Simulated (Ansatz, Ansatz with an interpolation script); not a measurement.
# Settings in Wannier-interpolated G0W0: Si3N4 (P6_3/m)

How do the Wannier model and the GW settings move the interpolated bands of Si3N4 (P6_3/m)?

Method: maximally localised Wannier functions, LDA, plane waves, PAW; PAW set soft_1, in Ansatz 0.2.0.

Report form: the programs' logs are mostly left out.

## 1. Starting point

Symmetry: P6_3/m, No. 176, hexagonal system. Conventional cell: a = 7.604 Å, b = 7.604 Å, c = 2.906 Å, α = 90.00°, β = 90.00°, γ = 120.00°. Si has 4 N at 1.73 to 1.74 Å nearest. Nearest to N lie 3 Si at 1.74 Å. Nearest to N lie 3 Si at 1.73 Å. Farther neighbours and most contacts between anions are not listed.

Structure file:

```xyz
14
Lattice="7.6044 0.0000 0.0000 -3.8022 6.5856 0.0000 0.0000 0.0000 2.9063" Properties=species:S:1:pos:R:3 pbc="T T T"
Si    5.1801    1.1496    0.7266
Si    1.5945    5.0609    2.1797
Si    4.0188    3.9113    0.7266
Si   -1.3779    5.4360    2.1797
Si    2.2077    1.5247    0.7266
Si   -0.2166    2.6743    2.1797
N    -1.0237    2.1748    0.7266
N     5.2091    0.2009    2.1797
N     2.4306    4.6116    0.7266
N     4.8259    4.4108    2.1797
N    -1.4069    6.3847    0.7266
N     1.3716    1.9740    2.1797
N     3.8022    2.1952    0.7266
N     0.0000    4.3904    2.1797
```

The cell and positions come from the Crystallography Open Database and are kept as given unless a step says otherwise.

## 2. Wannier model on 6×6×12

The input, input.yaml:

```yaml
crystal:
  lattice:
    - [7.6044, 0.0, 0.0]
    - [-3.8022, 6.58560358, 0.0]
    - [0.0, 0.0, 2.9063]
  atoms:
    - { symbol: Si, position: [0.768477, 0.174557, 0.25] }
    - { symbol: Si, position: [0.59392, 0.768477, 0.75] }
    - { symbol: Si, position: [0.825443, 0.59392, 0.25] }
    - { symbol: Si, position: [0.231523, 0.825443, 0.75] }
    - { symbol: Si, position: [0.40608, 0.231523, 0.25] }
    - { symbol: Si, position: [0.174557, 0.40608, 0.75] }
    - { symbol: "N", position: [0.0305, 0.33024, 0.25] }
    - { symbol: "N", position: [0.70026, 0.0305, 0.75] }
    - { symbol: "N", position: [0.66976, 0.70026, 0.25] }
    - { symbol: "N", position: [0.9695, 0.66976, 0.75] }
    - { symbol: "N", position: [0.29974, 0.9695, 0.25] }
    - { symbol: "N", position: [0.33024, 0.29974, 0.75] }
    - { symbol: "N", position: [0.66666667, 0.33333333, 0.25] }
    - { symbol: "N", position: [0.33333333, 0.66666667, 0.75] }
kpoints:
  mp_grid: { grid: [3, 3, 6] }
hamiltonian:
  xc: lda
  pseudopotentials: { kind: paw, azcp: { folder: soft_1 }, xc_functional: pbe }
scf:
  occupations: { method: fixed }
  n_extra_bands: 77
output:
  wannier:
    kmesh: [6, 6, 12]
    projections:
      - { species: "N", l: p, shell: 2 }
      - { species: Si, l: s, shell: 3 }
      - { species: Si, l: p, shell: 3 }
    minimise: true
    write_hr: true
    seedname: w
    conv_tol: 1.0e-06
    max_iter: 20000
    stability_check: false
    disentanglement:
      window: [-1.97, 21.4]
      frozen_window: [-1.97, 15.17]
      conv_tol: 1.0e-08
```

On the command line:

```console
ansatz run input.yaml --threads 3 --pin off --max-ram 92160MiB --backend cuda --events-out ev --progress --plain --runs-dir out --devices 1 --max-vram 13GiB
```

It took 21 s on 1 × NVIDIA H100 80GB HBM3 (shared by 6 runs) with 3 threads of AMD EPYC 7R13 (Zen 3), shared host; peak memory 1.8 GiB.

The run ended with an error after its SCF cycle had converged; no result of it is taken.

## 3. Wannier model on 6×6×12

Localised functions give a small Hamiltonian that interpolates between mesh points at no cost.

Changes to input.yaml since step 2:

```diff
@@ -42,4 +42,4 @@
     disentanglement:
-      window: [-1.97, 21.4]
-      frozen_window: [-1.97, 15.17]
+      window: [-1.97, 26.47]
+      frozen_window: [-1.97, 16.17]
       conv_tol: 1.0e-08
```

Run time: 41 s. Hardware: 1 × NVIDIA H100 80GB HBM3 (shared by 6 runs) with 3 threads; peak memory 2.1 GiB.

This step gave:

```
gauge-invariant spread     : 58.70 Å²
diagonal spread            : 0.1125 Å²
off-diagonal spread        : 10.21 Å²
total spread               : 69.02 Å²
least projectability       : 0.1406
localisation steps         : 192
disentanglement steps      : 346
r.m.s. interpolation error : 9.16e-4 eV
r.m.s. error near the gap  : 0.001320 eV
```

Near the gap the model misses directly solved bands by 1.3 meV r.m.s. and by 20 meV at most in the window tested. This tests the starting bands, not the corrections carried with them.

Frozen up to 8.15 eV; above it the model need not follow the bands. Electronic bands along the path, in eV, zero at the valence-band top:

| point | band 29 | band 30 | band 31 | band 32 | band 33 | band 34 | band 35 | band 36 |
| --- | --- | --- | --- | --- | --- | --- | --- | --- |
| Γ | -1.31 | -0.47 | -0.40 | -0.20 | 4.15 | 4.60 | 4.75 | 4.75 |
| halfway | -1.37 | -0.57 | -0.42 | -0.22 | 4.30 | 4.62 | 4.78 | 4.87 |
| M | -1.38 | -0.79 | -0.34 | -0.26 | 4.47 | 4.56 | 4.71 | 5.15 |
| halfway | -1.38 | -0.90 | -0.33 | -0.27 | 4.53 | 4.60 | 4.71 | 5.23 |
| K | -1.16 | -1.16 | -0.29 | -0.29 | 4.55 | 4.69 | 4.69 | 5.42 |
| halfway | -1.43 | -0.63 | -0.40 | -0.23 | 4.34 | 4.67 | 4.69 | 4.96 |
| Γ | -1.31 | -0.47 | -0.40 | -0.20 | 4.15 | 4.60 | 4.75 | 4.75 |
| halfway | -1.61 | -1.35 | -1.35 | -0.08 | 5.53 | 5.53 | 6.29 | 6.56 |
| A | -1.65 | -1.65 | -1.38 | -1.38 | 4.54 | 4.54 | 4.54 | 4.54 |
| halfway | -1.60 | -1.60 | -1.19 | -1.19 | 4.59 | 4.59 | 4.97 | 4.97 |
| L | -1.53 | -1.53 | -1.07 | -1.07 | 4.64 | 4.64 | 5.67 | 5.67 |
| halfway | -1.49 | -1.49 | -1.10 | -1.10 | 4.74 | 4.74 | 5.71 | 5.71 |
| H | -1.43 | -1.43 | -1.14 | -1.14 | 4.87 | 4.87 | 5.65 | 5.65 |
| halfway | -1.58 | -1.58 | -1.16 | -1.16 | 4.62 | 4.62 | 5.08 | 5.08 |
| A | -1.65 | -1.65 | -1.38 | -1.38 | 4.54 | 4.54 | 4.54 | 4.54 |
| jump to L | -1.53 | -1.53 | -1.07 | -1.07 | 4.64 | 4.64 | 5.67 | 5.67 |
| halfway | -1.51 | -1.34 | -0.98 | -0.63 | 5.17 | 5.23 | 5.96 | 6.05 |
| M | -1.38 | -0.79 | -0.34 | -0.26 | 4.47 | 4.56 | 4.71 | 5.15 |
| jump to H | -1.43 | -1.43 | -1.14 | -1.14 | 4.87 | 4.87 | 5.65 | 5.65 |
| halfway | -1.67 | -1.33 | -0.87 | -0.87 | 5.09 | 5.54 | 5.54 | 6.15 |
| K | -1.16 | -1.16 | -0.29 | -0.29 | 4.55 | 4.69 | 4.69 | 5.42 |

The same for Kohn-Sham, solved directly:

| point | band 29 | band 30 | band 31 | band 32 | band 33 | band 34 | band 35 | band 36 |
| --- | --- | --- | --- | --- | --- | --- | --- | --- |
| Γ | -1.31 | -0.47 | -0.40 | -0.20 | 4.15 | 4.60 | 4.75 | 4.75 |
| M | -1.38 | -0.79 | -0.34 | -0.26 | 4.47 | 4.56 | 4.71 | 5.15 |
| K | -1.16 | -1.16 | -0.29 | -0.29 | 4.55 | 4.69 | 4.69 | 5.42 |
| Γ | -1.31 | -0.47 | -0.40 | -0.20 | 4.15 | 4.60 | 4.75 | 4.75 |
| A | -1.65 | -1.65 | -1.38 | -1.38 | 4.54 | 4.54 | 4.54 | 4.54 |
| L | -1.53 | -1.53 | -1.07 | -1.07 | 4.64 | 4.64 | 5.67 | 5.67 |
| H | -1.43 | -1.43 | -1.14 | -1.14 | 4.87 | 4.87 | 5.65 | 5.65 |
| A | -1.65 | -1.65 | -1.38 | -1.38 | 4.54 | 4.54 | 4.54 | 4.54 |
| L | -1.53 | -1.53 | -1.07 | -1.07 | 4.64 | 4.64 | 5.67 | 5.67 |
| M | -1.38 | -0.79 | -0.34 | -0.26 | 4.47 | 4.56 | 4.71 | 5.15 |
| H | -1.43 | -1.43 | -1.14 | -1.14 | 4.87 | 4.87 | 5.65 | 5.65 |
| K | -1.16 | -1.16 | -0.29 | -0.29 | 4.55 | 4.69 | 4.69 | 5.42 |

## 4. Wannier model on 3×3×6

Changes to input.yaml since step 3:

```diff
@@ -30,3 +30,3 @@
   wannier:
-    kmesh: [6, 6, 12]
+    kmesh: [3, 3, 6]
     projections:
```

Run time: 34 s. Hardware: 1 × NVIDIA H100 80GB HBM3 (shared by 6 runs) with 3 threads; peak memory 1.1 GiB.

This step gave:

```
gauge-invariant spread     : 55.21 Å²
diagonal spread            : 0.05447 Å²
off-diagonal spread        : 4.512 Å²
total spread               : 59.78 Å²
least projectability       : 0.1408
localisation steps         : 2847
disentanglement steps      : 109
r.m.s. interpolation error : 0.005961 eV
r.m.s. error near the gap  : 0.008421 eV
```

Near the gap the model misses directly solved bands by 8.4 meV r.m.s. and by 80 meV at most in the window tested. This tests the starting bands, not the corrections carried with them.

Frozen up to 8.15 eV; above it the model need not follow the bands. The electronic bands at the labelled points (eV, zero at the valence-band top; v1 is the highest filled band, c1 the lowest empty one):

| point | v4 | v3 | v2 | v1 | c1 | c2 | c3 | c4 |
| --- | --- | --- | --- | --- | --- | --- | --- | --- |
| Γ | -1.31 | -0.47 | -0.40 | -0.20 | 4.15 | 4.60 | 4.75 | 4.75 |
| halfway | -1.37 | -0.57 | -0.42 | -0.22 | 4.30 | 4.61 | 4.78 | 4.88 |
| M | -1.38 | -0.80 | -0.34 | -0.26 | 4.47 | 4.56 | 4.71 | 5.13 |
| halfway | -1.38 | -0.91 | -0.33 | -0.27 | 4.53 | 4.60 | 4.71 | 5.22 |
| K | -1.16 | -1.16 | -0.29 | -0.29 | 4.55 | 4.69 | 4.69 | 5.42 |
| halfway | -1.44 | -0.63 | -0.40 | -0.23 | 4.34 | 4.67 | 4.69 | 4.97 |
| Γ | -1.31 | -0.47 | -0.40 | -0.20 | 4.15 | 4.60 | 4.75 | 4.75 |
| halfway | -1.61 | -1.35 | -1.35 | -0.08 | 5.53 | 5.53 | 6.22 | 6.58 |
| A | -1.65 | -1.65 | -1.38 | -1.38 | 4.54 | 4.54 | 4.54 | 4.54 |
| halfway | -1.60 | -1.60 | -1.19 | -1.19 | 4.59 | 4.59 | 4.97 | 4.97 |
| L | -1.53 | -1.53 | -1.08 | -1.08 | 4.64 | 4.64 | 5.68 | 5.68 |
| halfway | -1.49 | -1.49 | -1.10 | -1.10 | 4.74 | 4.74 | 5.71 | 5.71 |
| H | -1.43 | -1.43 | -1.14 | -1.14 | 4.87 | 4.87 | 5.65 | 5.65 |
| halfway | -1.58 | -1.58 | -1.16 | -1.16 | 4.62 | 4.62 | 5.07 | 5.07 |
| A | -1.65 | -1.65 | -1.38 | -1.38 | 4.54 | 4.54 | 4.54 | 4.54 |
| jump to L | -1.53 | -1.53 | -1.08 | -1.08 | 4.64 | 4.64 | 5.68 | 5.68 |
| halfway | -1.51 | -1.34 | -0.98 | -0.62 | 5.17 | 5.23 | 5.95 | 6.06 |
| M | -1.38 | -0.80 | -0.34 | -0.26 | 4.47 | 4.56 | 4.71 | 5.13 |
| jump to H | -1.43 | -1.43 | -1.14 | -1.14 | 4.87 | 4.87 | 5.65 | 5.65 |
| halfway | -1.67 | -1.33 | -0.88 | -0.88 | 5.08 | 5.53 | 5.53 | 6.15 |
| K | -1.16 | -1.16 | -0.29 | -0.29 | 4.55 | 4.69 | 4.69 | 5.42 |

The same for Kohn-Sham, solved directly:

| point | v4 | v3 | v2 | v1 | c1 | c2 | c3 | c4 |
| --- | --- | --- | --- | --- | --- | --- | --- | --- |
| Γ | -1.31 | -0.47 | -0.40 | -0.20 | 4.15 | 4.60 | 4.75 | 4.75 |
| M | -1.38 | -0.79 | -0.34 | -0.26 | 4.47 | 4.56 | 4.71 | 5.15 |
| K | -1.16 | -1.16 | -0.29 | -0.29 | 4.55 | 4.69 | 4.69 | 5.42 |
| Γ | -1.31 | -0.47 | -0.40 | -0.20 | 4.15 | 4.60 | 4.75 | 4.75 |
| A | -1.65 | -1.65 | -1.38 | -1.38 | 4.54 | 4.54 | 4.54 | 4.54 |
| L | -1.53 | -1.53 | -1.07 | -1.07 | 4.64 | 4.64 | 5.67 | 5.67 |
| H | -1.43 | -1.43 | -1.14 | -1.14 | 4.87 | 4.87 | 5.65 | 5.65 |
| A | -1.65 | -1.65 | -1.38 | -1.38 | 4.54 | 4.54 | 4.54 | 4.54 |
| L | -1.53 | -1.53 | -1.07 | -1.07 | 4.64 | 4.64 | 5.67 | 5.67 |
| M | -1.38 | -0.79 | -0.34 | -0.26 | 4.47 | 4.56 | 4.71 | 5.15 |
| H | -1.43 | -1.43 | -1.14 | -1.14 | 4.87 | 4.87 | 5.65 | 5.65 |
| K | -1.16 | -1.16 | -0.29 | -0.29 | 4.55 | 4.69 | 4.69 | 5.42 |

## 5. A faulty Wannier input

Changes to input.yaml since step 4:

```diff
@@ -31,6 +31,3 @@
     kmesh: [3, 3, 6]
-    projections:
-      - { species: "N", l: p, shell: 2 }
-      - { species: Si, l: s, shell: 3 }
-      - { species: Si, l: p, shell: 3 }
+    projections: [{ species: Si, l: p, shell: 3 }]
     minimise: true
```

It took 17 s on 1 × NVIDIA H100 80GB HBM3 (shared by 6 runs) with 3 threads; peak memory 1 GiB.

The run ended with an error after its SCF cycle had converged; no result of it is taken.

The fault put into this input: trial orbitals that do not span the target bands.

## 6. G0W0: 3×3×6 mesh, 489 empty bands, screening to 130 eV, PAW set soft_1 files

Now the one-shot GW correction: screening in the RPA, then the self-energy of the levels asked for.

This step: G0W0 on LDA, plane waves, PAW; PAW set soft_1.

Changes to input.yaml since step 5:

```diff
@@ -27,16 +27,6 @@
   occupations: { method: fixed }
-  n_extra_bands: 77
-output:
-  wannier:
-    kmesh: [3, 3, 6]
-    projections: [{ species: Si, l: p, shell: 3 }]
-    minimise: true
-    write_hr: true
-    seedname: w
-    conv_tol: 1.0e-06
-    max_iter: 20000
-    stability_check: false
-    disentanglement:
-      window: [-1.97, 26.47]
-      frozen_window: [-1.97, 16.17]
-      conv_tol: 1.0e-08
+gw:
+  n_empty_bands: 489
+  ecut_chi: 130.0
+  qp_bands: [v24, c12]
+  screening: { model: contour_deformation }
```

The job ended after 2.4 min (1 × NVIDIA H100 80GB HBM3 (shared by 6 runs) with 3 threads; peak memory 1.7 GiB).

The G0W0 gap on the mesh is 5.977 eV.

## 7. G0W0: 3×3×3 mesh, 489 empty bands, screening to 130 eV, PAW set soft_1 files

Changes to input.yaml since step 6:

```diff
@@ -21,3 +21,3 @@
 kpoints:
-  mp_grid: { grid: [3, 3, 6] }
+  mp_grid: { grid: [3, 3, 3] }
 hamiltonian:
```

Elapsed: 24 s, on 1 × NVIDIA H100 80GB HBM3 (shared by 6 runs) with 3 threads; peak memory 1.4 GiB.

The G0W0 gap on the mesh is 6.223 eV.

## 8. G0W0: 3×3×6 mesh, 227 empty bands, screening to 78 eV, PAW set soft_1 files

Changes to input.yaml since step 7:

```diff
@@ -21,3 +21,3 @@
 kpoints:
-  mp_grid: { grid: [3, 3, 3] }
+  mp_grid: { grid: [3, 3, 6] }
 hamiltonian:
@@ -28,4 +28,4 @@
 gw:
-  n_empty_bands: 489
-  ecut_chi: 130.0
+  n_empty_bands: 227
+  ecut_chi: 78
   qp_bands: [v24, c12]
```

The job ended after 30 s (1 × NVIDIA H100 80GB HBM3 (shared by 6 runs) with 3 threads; peak memory 1.3 GiB; 41 s of CPU time).

The G0W0 gap on the mesh is 5.788 eV.

## 9. G0W0: 3×3×6 mesh, 489 empty bands, screening to 130 eV, plasmon pole, PAW set soft_1 files

Changes to input.yaml since step 8:

```diff
@@ -28,5 +28,5 @@
 gw:
-  n_empty_bands: 227
-  ecut_chi: 78
+  n_empty_bands: 489
+  ecut_chi: 130.0
   qp_bands: [v24, c12]
-  screening: { model: contour_deformation }
+  screening: { model: godby_needs }
```

Elapsed: 3.1 min, on 1 × NVIDIA H100 80GB HBM3 (shared by 6 runs) with 3 threads; peak memory 3.5 GiB; 7.1 min of CPU time.

The G0W0 gap on the mesh is 5.943 eV.

## 10. Interpolated results

Times are wall times on 1 × NVIDIA H100 80GB HBM3 (shared by 6 runs) with 3 threads of AMD EPYC 7R13 (Zen 3), shared host, good to a factor of about two.

| GW mesh | empty bands | cutoff (eV) | frequency | gap on mesh (eV) | gap over zone (eV) | direct gap (eV) | valence width (eV) | GW time |
| --- | --- | --- | --- | --- | --- | --- | --- | --- |
| 3×3×6 | 489 | 130 | contour deformation | 5.977 | 5.977 | 6.216 | 10.292 | 2.4 min |
| 3×3×3 | 489 | 130 | contour deformation | 6.223 | 5.999 | 6.246 | 10.285 | 24 s |
| 3×3×6 | 227 | 78 | contour deformation | 5.788 | 5.788 | 6.036 | 10.448 | 30 s |
| 3×3×6 | 489 | 130 | plasmon pole | 5.943 | 5.943 | 6.185 | 10.483 | 3.1 min |

## 11. Outcome

```yaml
3x3x6_mesh_489_empty_bands_screening_to_130_ev_paw_set_soft_1_files: 5.98 eV
3x3x3_mesh_489_empty_bands_screening_to_130_ev_paw_set_soft_1_files: 6.00 eV
3x3x6_mesh_227_empty_bands_screening_to_78_ev_paw_set_soft_1_files: 5.79 eV
3x3x6_mesh_489_empty_bands_screening_to_130_ev_plasmon_pole_paw_set_soft_1_files: 5.94 eV
```

**Reading.** The largest change, −0.19 eV in the gap over the zone, comes with 3×3×6 mesh, 227 empty bands, screening to 78 eV, PAW set soft_1 files. The first run is a reference, not a converged one, and where a row moves several settings no single cause can be named. Rows on another GW mesh add that mesh's corrections to the bands of the one model. With 3×3×3 mesh, 489 empty bands, screening to 130 eV, PAW set soft_1 files the gap over the zone moves by +0.02 eV and that on the mesh by +0.25 eV. With 3×3×6 mesh, 227 empty bands, screening to 78 eV, PAW set soft_1 files the gap over the zone moves by −0.19 eV and that on the mesh by −0.19 eV. With 3×3×6 mesh, 489 empty bands, screening to 130 eV, plasmon pole, PAW set soft_1 files the gap over the zone moves by −0.03 eV and that on the mesh by −0.03 eV. Gaps over the zone and on the mesh differ where an edge lies off the mesh, or where a GW run starts from another density: the starting gap over the zone is 4.150 eV, on the GW meshes it is 4.150 eV and 4.329 eV.

[Paths, hosts, dates, memory and timing lines, banners, echoed tables and standing remarks are left out of the program output.]

[Logs are printed without paths, hosts, clocks, repeated set-up lines and the standing remarks that a program may print on its own settings, such as how far it seeks lower states.]

[Runs of the session that timed out or met a known fault of the program may be left out.]

[Hosts, paths, dates, database ids (printed as entryN), source tags and the programs' standing remarks are cut or masked in the printed files.]
